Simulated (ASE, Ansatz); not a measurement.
# Convergence of a linear-scaling basis for Σ7 (111) twist boundary in Li (162 atoms)

Aim: test how closely localised support functions follow the reference on Σ7 (111) twist boundary in Li (162 atoms), and at what cost. A setting counts as converged where the r.m.s. difference of forces stays under 1 % of the r.m.s. force.

Method: Kohn-Sham DFT, PBE, PAW (set soft_2), plane waves, in Ansatz 0.2.0.

## 1. Set-up

The cell holds 162 atoms: 162 Li. Its edges and angles: a = 13.133 Å, b = 13.133 Å, c = 24.318 Å, α = 90.0°, β = 90.0°, γ = 120.0°. It derives from Li (bcc). Bcc Li (a = 3.51 Å); two grains turned against each other by 81.79 deg about [111]; 1 x 1 coincidence cells, 4 lattice periods a grain, two boundaries a cell, upper grain shifted by [0.002, 0.804] of the boundary cell and opened by 0 Å, one atom of each pair nearer than 1.976 Å removed; not relaxed, displaced by a Gaussian of 0.02 Å. Regions: lower grain, 84 atoms (84 Li); upper grain, 78 atoms (78 Li).

Limits known from the start: The host structure and its lattice constant were typed by rule, without a check against the phase diagram. The Brillouin zone is sampled at Γ only, in a cell whose shortest periodic width is 11 Å.

## 2. Plane-wave single point

The first run fixes the reference, at a cutoff of 420 eV.

input.yaml

```yaml
crystal:
  lattice:
    - [13.13322, 0.0, 0.0]
    - [-6.56661, 11.3737, 0.0]
    - [0.0, 0.0, 24.31799]
  atoms:
    - { symbol: Li, position: [0.85653, 0.28521, 0.0001] }
    - { symbol: Li, position: [0.81084, 0.04832, 0.04099] }
    - { symbol: Li, position: [0.71746, 0.57634, 0.00072] }
    - { symbol: Li, position: [0.95105, 0.75927, 0.04076] }
    - { symbol: Li, position: [0.42663, 0.14178, 0.9991] }
    - { symbol: Li, position: [0.66658, 0.33558, 0.04162] }
    - { symbol: Li, position: [0.9025, 0.52165, 0.0843] }
    - { symbol: Li, position: [0.62157, 0.096, 0.08144] }
    - { symbol: Li, position: [0.86003, 0.28484, 0.12493] }
    - { symbol: Li, position: [0.81004, 0.04793, 0.16628] }
    - { symbol: Li, position: [0.57414, 0.85978, 0.00254] }
    - { symbol: Li, position: [0.28666, 0.42807, 0.99994] }
    - { symbol: Li, position: [0.52549, 0.62069, 0.04129] }
    - { symbol: Li, position: [0.75987, 0.80681, 0.08407] }
    - { symbol: Li, position: [0.99999, 0.00257, 0.99902] }
    - { symbol: Li, position: [0.23934, 0.18964, 0.04182] }
    - { symbol: Li, position: [0.47741, 0.37873, 0.08338] }
    - { symbol: Li, position: [0.71386, 0.56898, 0.12359] }
    - { symbol: Li, position: [0.95637, 0.76314, 0.16698] }
    - { symbol: Li, position: [0.42528, 0.14005, 0.12514] }
    - { symbol: Li, position: [0.66526, 0.33225, 0.16685] }
    - { symbol: Li, position: [0.90192, 0.52083, 0.20771] }
    - { symbol: Li, position: [0.61831, 0.09557, 0.2081] }
    - { symbol: Li, position: [0.85937, 0.28585, 0.25021] }
    - { symbol: Li, position: [0.81014, 0.04837, 0.29123] }
    - { symbol: Li, position: [0.14285, 0.71436, 0.99956] }
    - { symbol: Li, position: [0.37829, 0.90292, 0.04238] }
    - { symbol: Li, position: [0.09248, 0.47328, 0.04148] }
    - { symbol: Li, position: [0.33398, 0.66678, 0.08315] }
    - { symbol: Li, position: [0.57394, 0.86038, 0.12454] }
    - { symbol: Li, position: [0.04733, 0.23817, 0.08289] }
    - { symbol: Li, position: [0.28434, 0.42839, 0.12512] }
    [... 124 atom lines left out ...]
    - { symbol: Li, position: [0.62186, 0.32756, 0.95921] }
    - { symbol: Li, position: [0.95617, 0.99379, 0.91677] }
    - { symbol: Li, position: [0.90944, 0.18624, 0.95795] }
    - { symbol: Li, position: [0.00031, 0.80025, 0.87518] }
    - { symbol: Li, position: [0.23632, 0.84914, 0.91725] }
    - { symbol: Li, position: [0.19397, 0.04221, 0.95797] }
kpoints:
  mp_grid: { grid: [1, 1, 1] }
hamiltonian:
  xc: pbe
scf:
  occupations: { method: cold, width: 0.15 }
output:
  forces: true
  stress: true
  populations: true
  dos:
    method: { smearing: { sigma: 0.15 } }
    de: 0.1
    projected:
      site_lists:
        Li: [Li]
        upper_grain: [84, 85, 86, 87, 88, 89, 90, 91, 92, 93, 94, 95, 96, 97, 98, 99, 100, 101, 102, 103, 104, 105, 106, 107, 108, 109, 110, 111, 112, 113, 114, 115, 116, 117, 118, 119, 120, 121, 122, 123, 124, 125, 126, 127, 128, 129, 130, 131, 132, 133, 134, 135, 136, 137, 138, 139, 140, 141, 142, 143, 144, 145, 146, 147, 148, 149, 150, 151, 152, 153, 154, 155, 156, 157, 158, 159, 160, 161]
  eigenvalues: true
  write_density: true
  write_potential: true
  volumetric_format: npy
```

Run with:

```
ansatz run input.yaml --threads 8 --pin off --max-ram 15872MiB --backend cpu --events-out ev --progress --plain --runs-dir out
```

Numbers of over 12 decimals in the logs are rounded to 6 here.

What it wrote:

```text
Engine: ansatz 0.2.0, x86_64-unknown-linux-gnu
Pseudopotentials: kind: paw
Pseudopotential: Li, paw, valence charge 3, recommended cutoff 420 eV (normal), Li.paw.azcp
[... 5 lines on functional and potentials left out ...]
Crystal: 162 atoms, lattice volume = 3632.459 Å³
Basis set: ecut = 420 eV, 70847 PW (Γ), exchange–correlation on 180×180×360 points (8 copies of the dense FFT grid, shifted against one another)
Bands: 405, of which v1, the nominal top of the filled ones, is band 243 counted from 1 (242 counted from 0)
Symmetry: 1 space group operations
Space group: P1 (ITA 1), of the structure as read, at distance tolerance 1.5e-4 Å
k-points: 1
[... 3 lines on functional and potentials left out ...]
Initial density: superposition of atomic densities (neutral atoms: chi_scale 0, normalization atom), corrected by the library's trained network
Initial wavefunctions: pseudopotential atomic-orbital guess
Functional: x = pbe(κ = 0.804, μ = 0.219515), c = pbe(β = 0.066725)
SCF iter   1: F=—  HF=-33142.759650 eV  |F-HF|=—  |Δ(HF+E_count)|=         —  Δρ=1.38e-3  dr2=5.57e-1  ethr=1.77e-3  ⟨swp⟩=13.0  Hψ=2750  notcnv=0
preconditioner: auto → Kerker (q_TF=auto, 1.951 Å⁻¹)  [metal: Δε(μ)=0.050 eV  Ē_g=3.653 eV  σ=0.150 eV  W_gap=0.23  n_scr=452 (ndim 8)  ℏωp=7.8 eV  f_vac=0.000  D(μ)=171.16/eV (n_scr^D=1510)]
SCF iter   2: F=—  HF=-33142.713347 eV  |F-HF|=—  |Δ(HF+E_count)|=   4.63e-2  S|Δr|=    0.00e0  Δρ=8.32e-4  dr2=1.60e-1  ethr=1.15e-4  ⟨swp⟩=1.0  Hψ=466  notcnv=0
SCF iter   3: F=—  HF=-33142.695088 eV  |F-HF|=—  |Δ(HF+E_count)|=   1.83e-2  S|Δr|=    0.00e0  Δρ=1.95e-4  dr2=7.64e-3  ethr=3.30e-5  ⟨swp⟩=2.0  Hψ=342  notcnv=0
SCF iter   4: F=—  HF=-33142.694817 eV  |F-HF|=—  |Δ(HF+E_count)|=   2.70e-4  S|Δr|=    0.00e0  Δρ=8.71e-5  dr2=3.56e-3  ethr=1.57e-6  ⟨swp⟩=1.0  Hψ=291  notcnv=0
SCF iter   5: F=—  HF=-33142.694747 eV  |F-HF|=—  |Δ(HF+E_count)|=   6.98e-5  S|Δr|=    0.00e0  Δρ=2.12e-5  dr2=7.71e-5  ethr=7.32e-7  ⟨swp⟩=1.0  Hψ=291  notcnv=0
SCF iter   6: F=—  HF=-33142.695147 eV  |F-HF|=—  |Δ(HF+E_count)|=   3.99e-4  S|Δr|=    0.00e0  Δρ=5.87e-6  dr2=4.62e-6  ethr=1.59e-8  ⟨swp⟩=2.0  Hψ=374  notcnv=0
SCF iter   7: F=—  HF=-33142.695146 eV  |F-HF|=—  |Δ(HF+E_count)|=   2.55e-7  S|Δr|=    0.00e0  Δρ=1.53e-6  dr2=3.31e-7  ethr=9.50e-10  ⟨swp⟩=2.0  Hψ=357  notcnv=0
SCF iter   8: F=-33142.695146 eV  HF=-33142.695146 eV  |F-HF|=2.18e-8  |Δ(HF+E_count)|=   1.32e-8  S|Δr|=    0.00e0  Δρ=4.53e-7  dr2=3.91e-8  ethr=2.06e-11  ⟨swp⟩=15.0  Hψ=2452  notcnv=0
SCF 1 converged in 8 iterations: F = -33142.695146 eV  dr2 = 3.91e-8
  greatest PAW one-centre occupation: 1.000 electrons in one spin orbital (limit 2), on the Li atom at site 83 (counted from 0), in its partial waves of l = 0
SCF converged after 8 iterations
Stability not checked: this state was not tested for a lower state beside it, because cold or Methfessel-Paxton smearing, or corrected tetrahedra, fill the levels in a way that the test cannot read (fill_not_monotonic; see scf.lower_state_search)
Free energy (F): -33142.695146 eV
Harris-Foulkes:  -33142.695146 eV  (|F-HF|=2.18e-8)
Internal energy: -33141.987842 eV  (E = F + TS)
E sigma→0 (E₀):  -33142.459378 eV
Entropy (-TS):   -0.707304 eV (-4.366 meV/atom)
Fermi energy:    0.738710 eV
Step filling:    the computed levels leave a gap of 0.0060 eV = 0.0 smearing widths at the electron count; against every level under it full and every level over it empty, smearing changes F+E_penalty+E_count by -188.880 meV and its σ→0 estimate by +46.888 meV
--- Per-component energies (eV) ---
  E_band       = -15003.389229
  E_kinetic    = 3403.056048
  E_local      = -22383.670471  (includes V_loc(G=0)·N_el)
  E_nonlocal   = -5389.831210
  E_hartree    = 6742.598693
  E_xc         = -1609.205426
  E_vxc        = -2070.819036  (∫ρ·V_xc dr)
  E_paw        = -3402.507315  (= ΣΔE_a)
  E_vpaw       = -2047.322500  (= ΣTr[D̂ρ^β])
  E_aug_tail   = 0.002095  (compensation charges beyond the density's cutoff)
  E_ewald      = -10502.430257
  E_smearing   = -0.707304  (= −TS)
  E_closure    = 0.000000  (closes the sum)
  Σ components = -33142.695146   (vs F -33142.695146, Δ=0.00e0)
--- Forces (eV/Å), atoms counted from 1 ---
  atom   1  Li    -1.11927808     0.97514626     0.73118376
  atom   2  Li    -0.03880565    -0.30339545     0.26452032
  atom   3  Li    -0.26776787    -0.62549230     0.74534627
  atom   4  Li     0.01406816     0.13996925    -0.07616981
  atom   5  Li     0.11440780    -0.25830553     0.20672046
  atom   6  Li     0.39474790     0.01751396     1.37110387
  atom   7  Li    -0.01590017     0.00498096    -0.09058767
  atom   8  Li    -0.01574076     0.08094390    -0.12535295
  atom   9  Li    -0.01763689    -0.00514893    -0.03468652
  atom  10  Li     0.00720409     0.00036726    -0.05774367
  atom  11  Li     0.02551726     0.28015230     0.03928282
  atom  12  Li     0.03891273     0.00217518    -0.17099246
  atom  13  Li     0.06186472    -0.02076513     0.06101950
  atom  14  Li     0.01074632     0.01726337    -0.07439901
[...]
atom 161  Li     0.14568529     0.39198179    -0.35388832
  atom 162  Li     0.35282489    -0.29963533    -0.40027825
  max |Σ_I F_I| component: 1.12e-5 eV/Å
--- Stress (GPa, compression-positive) ---
       -0.122313      -0.012590      -0.059818
       -0.012590      -0.037885      -0.065658
       -0.059818      -0.065658      -1.445023
  P = ⅓ Tr σ = -0.5351 GPa (-5.351 kbar)
--- Band table (eV) ---
  k-point 0: bands = ["-46.6178", "-46.5995", "-46.5905", "-46.5665", [... 389 levels ...], "4.9863", "5.0001", "5.0320", "5.0591", "5.0639", "5.1124", "5.1401", "5.1677", "5.2064", "5.2417", "5.2679", "5.2771"]
--- Löwdin populations: 162 sites ---
  site symbol       q [e]
     0     Li      2.8898
     1     Li      2.9274
     2     Li      2.9002
[...]
161     Li      2.9299
  spilling = 0.031716 (of n_electrons = 486.000000)
```

Wall time 17 s (8 threads of Intel Xeon Platinum 8488C (Sapphire Rapids), shared host); peak memory 4 GiB; 2.1 min of CPU time.

In the SCF lines HF is the Harris–Foulkes energy and dr2 the Hartree energy of the density residual, in eV; the loop may stop once dr2 is under the threshold and the program's other checks hold. Hψ counts applications of the Hamiltonian.

The run gave:

- free energy: -33142.6951 eV
- free energy per atom: -204.5845 eV/atom
- SCF cycles: 8
- pressure: -0.5351 GPa
- r.m.s. force component: 0.2835 eV/Å
- longest force: 1.846 eV/Å
- Fermi energy: 0.7387 eV
- levels partly filled by over 2 per cent: 25
- spilling of the projection: 0.03172

Length of the force by element:

```csv
element,coordination,atoms,mean length of the force (eV/Å),spread,least,most
Li,all,162,0.254,0.420,0.0048,1.85
```

The mean of these charges, 0.095 e, is only the charge that the projection spills.

Löwdin charges by element (they lack the spilled electrons, 0.095 e an atom on average):

```csv
element,coordination,atoms,mean charge (e),spread,least,most
Li,all,162,0.0951,0.0202,0.0266,0.160
```

By region:

```csv
region,atoms,mean length of the force (eV/Å)
lower grain,84,0.243
upper grain,78,0.266
```

Density of states as counts of states in windows of 1 eV (from the Fermi level), total and the larger projections:

```csv
from (eV),to (eV),total,Li s,upper grain
-10,-4,0.0,0.0,0.0
-4,-3,6.0,6.0,2.9
-3,-2,41.8,41.3,19.8
-2,-1,32.2,30.8,15.1
-1,0,91.2,74.6,35.7
0,1,85.8,44.8,21.5
1,2,41.8,13.7,6.8
2,3,58.0,9.2,4.6
3,4,88.9,21.2,10.0
```

The stored curve holds about 171 of the 486 electrons; the rest, give or take the few that broadening carries across the Fermi level, lie in deeper levels below its range.

The levels nearest the highest filled one (over half full), pooled over k-points and spins:

```csv
level less the highest filled one (eV),occupation
-0.0349,1.46
-0.0252,1.37
-0.0199,1.31
-0.0105,1.22
-0.006,1.18
0,1.11
0.0457,0.685
0.0587,0.579
0.0656,0.527
0.0809,0.421
0.0921,0.354
0.101,0.304
```

Planar average of the electrostatic potential energy along the normal, with the Fermi level as zero, after a running mean with a triangular window 4 Å wide at its base:

```csv
height (Å),potential energy (eV)
0.0,-0.31
0.7,-0.50
1.4,-0.60
2.0,-0.59
2.7,-0.55
3.5,-0.55
4.2,-0.58
4.9,-0.60
5.5,-0.61
6.2,-0.60
6.9,-0.58
7.6,-0.56
8.2,-0.56
8.9,-0.58
9.7,-0.59
10.4,-0.51
11.1,-0.33
11.8,-0.15
12.4,-0.11
13.1,-0.26
13.8,-0.44
14.5,-0.56
15.3,-0.58
15.9,-0.58
16.6,-0.60
17.3,-0.61
18.0,-0.61
18.6,-0.59
19.3,-0.58
20.0,-0.58
20.7,-0.58
21.5,-0.50
22.2,-0.32
22.8,-0.14
23.5,-0.11
24.2,-0.27
```

Electrostatic potential energy in the ca plane at fractional y = 0.001, with atoms of Li within 0.2 Å of it. With pseudopotentials it is smooth inside the atoms' cores, unlike the true potential.

Ten even steps from '0' (-17 eV) to '9' (3 eV), each cell a mean:
```
89973003799840027999998300168986000389871002
99998778999987789999998500279997200489973003
99999999999999999999999876899998767899998778
78999998788999987789999999999999999999999999
14799985137899862257888899999888899998888999
25799985247899862257754689998634799987446899
78999998888999987788753589998645799987446899
99999999999999999999888899999888899998888999
99999999999999999999999999999999999999999999
99888999999889999998999999999999999999999999
99888999998889999998899999999999999889999999
99999999999999999999999999999999999889999999
99999999999999999999999999999999999999999999
88999999889999998899988999999988999999889999
99999999999999999999888899999888899998888999
99999999999999999999988899999988999999889999
99999999999999999999899999999999999999999999
98667899987678999876689999999999999999999999
86214899974037899740168999766799998657899987
97546899986458999864579998500589986102799973
99888999999889999998899998634789987425899986
99999899999999999999999999888999999888999998
99987447899875468999999998999999999999999999
89972002789830016999999754689998645799987447
```
Columns run along c (16.0 Å, from fractional 0.17 to 0.83 of the cell; values clipped at the 3rd and 97th percentile), rows up along a (13.1 Å). Atoms in or near the plane, at fractional coordinates: Li at (0.25, 0.00), Li at (0.37, 0.00), Li at (0.54, 0.95), Li at (0.67, 0.95), Li at (0.79, 0.95).

Valence density in the ca plane at fractional y = 0.001, with atoms of Li within 0.2 Å of it. It is the smooth field of the valence electrons, not physical close to the nuclei.

Ten steps, logarithmic in the rise over the least value, from '0' (0.0 e/Å³) to '9' (5.2 e/Å³), each cell a mean:
```
00004884000028850000000389610001798300006994
00000110000001100000000278510000587200004883
00000000000000000000000011000000011000000110
00000000000000000000000000000000000000000000
42000002431000014411100000000000000000000000
32000001320000013411112100000121000000221000
00000000000000001111112100000121000000121000
00000000000000000011111000000000000000000000
00000000000000000000000000000000000000000000
00000000000000000000000000000000000000000000
00000000000000000000000000000000000000000000
00000000000000000000000000000000000000000000
00000000000000000000000000000000000000000000
00000000000000000001000000000000000000000000
00000000000000000011100000000000000000000000
00000000000000000011110000000000000000000000
00000000000000000000111000000000000000000000
00110000000110000011100000000000000000000000
01342000002430000025410000011000000121000000
00121000001210000012100000255100001563000002
00000000000000000000000000122100000241000001
00000000000000000000000000000000000000000000
00001331000013310000000000000000000000000000
00005995000049960000000012100000132000001220
```
Columns run along c (16.0 Å, from fractional 0.17 to 0.83 of the cell), rows up along a (13.1 Å). Atoms in or near the plane, at fractional coordinates: Li at (0.25, 0.00), Li at (0.37, 0.00), Li at (0.54, 0.95), Li at (0.67, 0.95), Li at (0.79, 0.95).

Löwdin charges run from +0.03 to +0.16 e, about a mean that is the spilled charge alone. Among metals such projection charges depend strongly on the orbitals used and are no measure of ionicity.

## 3. Structure statistics

Bonds and neighbours are counted at the geometry of the runs.

Density 0.514 g/cm³, 22.42 Å³ an atom.

Pair distribution function in bins of 0.1 Å:

```csv
r (Å),total
1.85,0.00
1.95,0.06
2.05,0.26
2.15,0.00
2.25,0.00
2.35,0.16
2.45,0.07
2.55,0.17
2.65,0.06
2.75,0.06
2.85,0.03
2.95,1.10
3.05,12.60
3.15,0.20
3.25,0.15
3.35,0.10
3.45,2.58
3.55,4.90
3.65,0.02
3.75,0.08
3.85,0.20
3.95,0.10
4.05,0.23
4.15,0.06
4.25,0.18
4.35,0.12
4.45,0.19
4.55,0.22
4.65,0.16
4.75,0.08
4.85,0.30
4.95,6.36
5.05,0.88
5.15,0.27
5.25,0.26
5.35,0.33
5.45,0.14
5.55,0.25
5.65,0.10
5.75,2.39
5.85,7.36
5.95,0.23
6.05,2.41
6.15,0.95
```

The first maximum of g(r) stands at about 3.04 Å.

(Continued in part 2 of 2.)

[Logs are printed without paths, hosts, clocks, repeated set-up lines and the standing remarks that a program may print on its own settings, such as how far it seeks lower states.]

[Hosts, paths, dates, database ids (printed as entryN), source tags and the programs' standing remarks are cut or masked in the printed files.]
